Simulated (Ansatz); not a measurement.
## BaTiO3 (P4/mmm): refractive index against wavelength

The refractive index of BaTiO3 (P4/mmm) along x below the direct gap (1.91 eV on the mesh) is read from one computed spectrum, n = √(Re ε). x, y and z are the Cartesian axes of the input cell.

Symmetry: P4/mmm, No. 123, tetragonal system. The conventional cell has a = 4.000 Å, b = 4.000 Å, c = 4.018 Å, α = 90.00°, β = 90.00°, γ = 90.00°. Ba on site a has 12 O at 2.83 Å as nearest neighbours. Ti on site d has 6 O at 2.00 to 2.01 Å as nearest neighbours. Around O on site e lie 2 Ti at 2.00 Å. O on site c is surrounded by 2 Ti at 2.01 Å.

Method: Ansatz 0.2.0, PBE, independent particles, k-mesh 6×6×6 with interpolation inside its cells, Gaussian parameter 0.1 eV.

Launch of the response step: `ansatz run input.yaml --threads 4 --pin off --max-ram 8192MiB --backend cpu --events-out ev --progress --plain --runs-dir out`. The run took 57 s, on 4 threads of Intel(R) Xeon(R) Processor @ 2.50GHz (Skylake/Cascade Lake), with other jobs on the host.

```
wavelength (nm)  photon energy E (eV)       n
           3000                 0.413  2.6252
           2000                 0.620  2.6373
           1550                 0.800  2.6524
           1310                 0.946  2.6684
           1064                 1.165       ?
```

In the single-oscillator model n² − 1 = E₀E_d/(E₀² − E²), so 1/(n² − 1) = E₀/E_d − E²/(E₀E_d) is linear in E².

Working, on the rows shown:

| x = E² (eV²) | y = 1/(n² − 1) |
| --- | --- |
| 0.170801 | 0.169731 |
| 0.384302 | 0.167916 |
| 0.639837 | 0.165694 |
| 0.895757 | 0.163389 |

Means: x̄ = 0.52267, ȳ = 0.16668. Σ(x − x̄)(y − ȳ) = -0.002588, Σ(x − x̄)² = 0.2959. Slope = -0.002588 / 0.2959 = -0.008747; intercept = ȳ − slope · x̄ = 0.17125. Turned back into n, the line misses the rows shown by at most 0.00025.

Q: What does the fit predict for the withheld row, and how well does it do?

A: At x = 1.3578 the line gives y = 0.15938, that is 2.6971. The run gave 2.6997, so the extrapolation is off by 0.0026, 3 % of the range in the table.

Refitted with all rows, the slope is -0.009024 and the intercept 0.17137. These give E₀ = √(intercept/−slope) = 4.36 eV and E_d = E₀/intercept = 25.4 eV; E₀ is 2.3 times the direct gap. The electronic limit at long wavelengths, without lattice vibrations, is n = √(1 + 1/intercept) = 2.614. Excitons are left out and so are local fields; PBE gaps are as a rule too small. Spin-orbit coupling is left out.

[Logs are printed without paths, hosts, clocks, repeated set-up lines and the standing remarks that a program may print on its own settings, such as how far it seeks lower states.]
